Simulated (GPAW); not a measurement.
# Collinear magnetic orders of 1 ML Ni on Cu(111), fcc site, 1 substrate layers with GPAW, part 2 of 2

Does 1 ML Ni on Cu(111), fcc site, 1 substrate layers prefer parallel or opposed moments, or none?

GPAW 26.7.0; LDA; plane waves with GPAW's PAW setups, scalar-relativistic.

So far. Step 3 (Run 2 (antiferro q=(0,1/2,0) +-)): It lies 5.66 meV a seeded atom under the first start. Step 4 (Run 3 (no spin polarisation)): It lies 5.65 meV a seeded atom under the first start.

## Step 5: An attempt with other settings

An input with a fault is tried, to see how the program answers.

Input file run.py:

```python
import json
import numpy as np
from ase import Atoms
from ase.parallel import paropen, parprint
from gpaw import GPAW

atoms = Atoms(['Cu', 'Ni'],
    cell=[[2.556191, 0.0, 0.0],
         [-1.278096, 2.213726, 0.0],
         [0.0, 0.0, 16.040286]],
    scaled_positions=[[0.0, 0.0, 0.436401],
         [0.666667, 0.333333, 0.563599]],
    pbc=True,
    magmoms=[0.0, 1.0])
atoms.calc = GPAW(mode={'name': 'pw', 'ecut': 80},
    xc='LDA',
    kpts={'size': (12, 12, 1), 'gamma': True},
    occupations={'name': 'fermi-dirac', 'width': 0.05},
    convergence={'density': 1e-05, 'energy': 1e-05},
    maxiter=100,
    symmetry={'tolerance': 1e-4},
    txt='run.txt')
e = atoms.get_potential_energy(force_consistent=True)
res = {'free_energy': e, 'energy_sigma0': atoms.get_potential_energy(), 'fermi_energy': atoms.calc.get_fermi_level()}
res['moments'] = atoms.get_magnetic_moments().tolist()
res['total'] = atoms.get_magnetic_moment()
parprint('site moments (muB):', np.round(res['moments'], 3))
parprint(f"total moment: {res['total']:.3f} muB")
parprint(f'free energy: {e:.6f} eV')
atoms.calc.write('run.gpw')
with paropen('results.json', 'w') as f:
    json.dump(res, f)
```

Started as:

```bash
> OMP_NUM_THREADS=1 mpirun -n 4 gpaw python run.py > run.log
```

The program printed:

```text
site moments (muB): [-0. -0.]
total moment: -0.000 muB
free energy: 680.127779 eV

--- run.txt ---
Input parameters:
  mode=PW(ecut=80),
  convergence={'density': 1e-05, 'energy': 1e-05},
  kpts=MonkhorstPack(size=(12, 12, 1), gamma=True),
  maxiter=100,
  occupations=Occupations(name='fermi-dirac', width=0.05),
  symmetry=Symmetry(tolerance=0.0001),
  xc=XC(name='LDA')

Diagonalizing LCAO Hamiltonian
Converting LCAO to pw mode

           Ni

       Cu

Atoms  # Å, Bohr magnetons
|   | symbol |        x |        y |        z |    initial magnetic moments |
|---|--------|----------|----------|----------|-----------------------------|
| 0 |     Cu | 0.000000 | 0.000000 | 6.999997 | ( 0.0000,  0.0000,  0.0000) |
| 1 |     Ni | 1.278097 | 0.737908 | 9.040289 | ( 0.0000,  0.0000,  1.0000) |

Number of symmetries: 6

BZ-sampling:
  Number of BZ points: 144
  Number of IBZ points: 19

  Monkhorst-Pack size: [12, 12, 1]
  Monkhorst-Pack shift: [0.041667, 0.041667, 0.0]

Plane wave coefficients: 156
Cutoff: 80.0 eV

Spin-components: 2 (collinear spins)
Bands:           21
Projectors:      12
Spin-degeneracy: 1
Datatype:        complex128

Parallelization:
  kpt:    4
  domain: 1
  band:   1

Density:
  Valence electrons: 27.0
  Components: 2
  Grid points: [ 6  6 35]
  Charge: 0.0  # |e|

Potential:
  Grid points: [ 6  6 35]

[... setups left out ...]
Reference energy: -86251.692917  # eV

convergence criteria:
- Maximum integral of absolute [dens]ity change: 1e-05 electrons / valence electron
- Maximum [total energy] change in last 3 cyles: 1e-05 eV / valence electron
- Maximum integral of absolute [eigenst]ate change: 4e-08 eV^2 / valence electron
maximum number of iterations: 100

SCF iterations
|iter     |      energy | eigst |  dens |  magmom |
|---------|-------------|-------|-------|---------|
|iter:   1|       0s |  198.926616 | +0.70 |       |  +1.0009|
|iter:   2|       0s |  306.638508 | -0.36 | -0.00 |  +0.9670|
|iter:   3|       0s | -165.427506 | +1.98 | -0.08 |  +0.7287|
|iter:   4|       0s |  502.295362 | +2.45 | +0.20 |  +0.4054|
|iter:   5|       1s |  490.804848 | +2.26 | -0.10 |  +0.2383|
|iter:   6|       1s |  653.724817 | +1.21 | -0.12 |  +0.1739|
|iter:   7|       1s |  668.896947 | -0.32 | -0.53 |  +0.1134|
|iter:   8|       1s |  676.301884 | -1.21 | -0.77 |  +0.0346|
|iter:   9|       1s |  676.841533 | -2.22 | -1.33 |  +0.0144|
[...]
|iter:  13|       1s |  680.104518 | -2.30 | -1.84 |  -0.0072|
|iter:  14|       1s |  680.133380 | -3.25 | -2.29 |  -0.0032|
|iter:  15|       1s |  680.132575 | -4.37 | -2.72 |  -0.0024|
|iter:  16|       2s |  680.133406 | -5.02 | -2.93 |  -0.0017|
|iter:  17|       2s |  680.133400 | -6.09 | -3.62 |  -0.0007|
|iter:  18|       2s |  680.133397c| -6.77 | -4.18 |  -0.0003|
|iter:  19|       2s |  680.133396c| -7.49c| -4.71 |  -0.0001|
|iter:  20|       2s |  680.133396c| -7.88c| -5.17c|  -0.0000|

Converged in 20 steps
Energy contributions relative to reference atoms: (reference = -86251.692917)

Energy contributions:
  Kinetic:       -2036.160146
  Coulomb:        2484.447270
  Zero:              4.755268
  External:          0.000000
  Xc:              227.096621
  Entropy:          -0.011234
  Spinorbit:         0.000000
  ----------------------------
  Free energy:     680.127779
  Extrapolated:    680.133396

dipole moment: (-4.204820, -16.677928, -0.117327)  # |e|*Ang

Total magnetic moment: (0.000000, 0.000000, -0.000047)

Local magnetic moments
|        x |        y |         z |
|----------|----------|-----------|
| 0.000000 | 0.000000 | -0.000010 |  # Cu   0
| 0.000000 | 0.000000 | -0.000020 |  # Ni   1

Fermi level: -8.870
Eigenvalues  # (at kpt = [-0.000, -0.000, 0.000])
| band index |      eig [eV] | occ [0-1] |      eig [eV] | occ [0-1] |
|------------|---------------|-----------|---------------|-----------|
|          0 |      -125.272 |     1.000 |      -125.272 |     1.000 |
|          1 |      -116.129 |     1.000 |      -116.129 |     1.000 |
|          2 |      -116.128 |     1.000 |      -116.128 |     1.000 |
|          3 |       -34.710 |     1.000 |       -34.710 |     1.000 |
|          4 |       -25.742 |     1.000 |       -25.742 |     1.000 |
|          5 |       -23.345 |     1.000 |       -23.345 |     1.000 |
|          6 |       -23.342 |     1.000 |       -23.342 |     1.000 |
|          7 |       -18.644 |     1.000 |       -18.644 |     1.000 |
[...]
|         12 |        -2.551 |     0.000 |        -2.551 |     0.000 |
|         13 |        -2.546 |     0.000 |        -2.546 |     0.000 |
|         14 |         0.890 |     0.000 |         0.890 |     0.000 |
|         15 |         3.033 |     0.000 |         3.033 |     0.000 |
|        ... |               |           |               |           |
|         20 |         4.719 |     0.000 |         4.719 |     0.000 |

No gap
No difference between direct/indirect transitions
```

Elapsed: 4.4 s, on 4 MPI ranks of AMD EPYC 9R14 (Zen 4), shared host; peak memory 0.59 GiB; 16 s of CPU time.

Convergence was reached, yet the input spoils the result.

The fault in the input: a cutoff far too low.

The largest moment is 0 μB against 0.622 μB in the first run, and the free energy lies +692 eV from it.

So small a basis of waves describes the states badly; the cutoff must rise until moments and differences stand still.

## Step 6: Energies of the orders

Energies are divided by the number of seeded atoms, so that cells of unlike size compare. Wavevectors q in the names are fractions of the reciprocal vectors of the first run's cell.

Orders:

| start | final state | typed order kept | energy over the lowest (meV a seeded atom) | largest site moment (μB) | net moment (μB a primitive cell) | mesh matched | CPU time (s) |
| --- | --- | --- | --- | --- | --- | --- | --- |
| ferro + | ferromagnetic | yes | 5.658 | 0.6222 | 0.6191 | yes | 40.59 |
| antiferro q=(0,1/2,0) +- | non-magnetic | no | 0 | 1.43e-4 | 7.57e-5 | yes | 231.2 |
| no spin polarisation | non-magnetic | - | 0.009849 | 0 | 0 | yes | 24.22 |

## Step 7: Summary of results

```json
{
  "lowest state found": "non-magnetic (typed antiferro q=(0,1/2,0) +-)",
  "largest site moment": "1.4e-4 μB",
  "next state": "ferromagnetic, 5.66 meV a seeded atom higher"
}
```

**Reading.** The lowest state carries no moment above 0.15 μB; states with moments lie higher. The next state costs 5.7 meV a seeded atom. 1 start left the typed pattern (a sign turned or a seeded moment died), so such an energy belongs to the state reached, not the one typed. Only 3 starts were tried; other collinear patterns, canted and longer-period orders were not.

[Long decimals in the printed logs are rounded to 6 places.]

[Logs and program files are shortened in this print: banners, set-up blocks, solver, clock and traceback lines can be left out without a mark of their own.]

[Logs are printed without paths, hosts, clocks, repeated set-up lines and the standing remarks that a program may print on its own settings, such as how far it seeks lower states.]

[Hosts, paths, dates, database ids (printed as entryN), source tags and the programs' standing remarks are cut or masked in the printed files.]

[Where the starting crystal was built by hand or by swapping elements, it need not be the compound's stable phase.]

[Where a cell is said to come from a database of computed structures, the database is the Materials Project.]

[Runs that the program refused, that were killed for memory or that had too few empty states are not shown or counted.]

[Lattice constants of own cells that a recipe calls measured were typed without a cited source.]
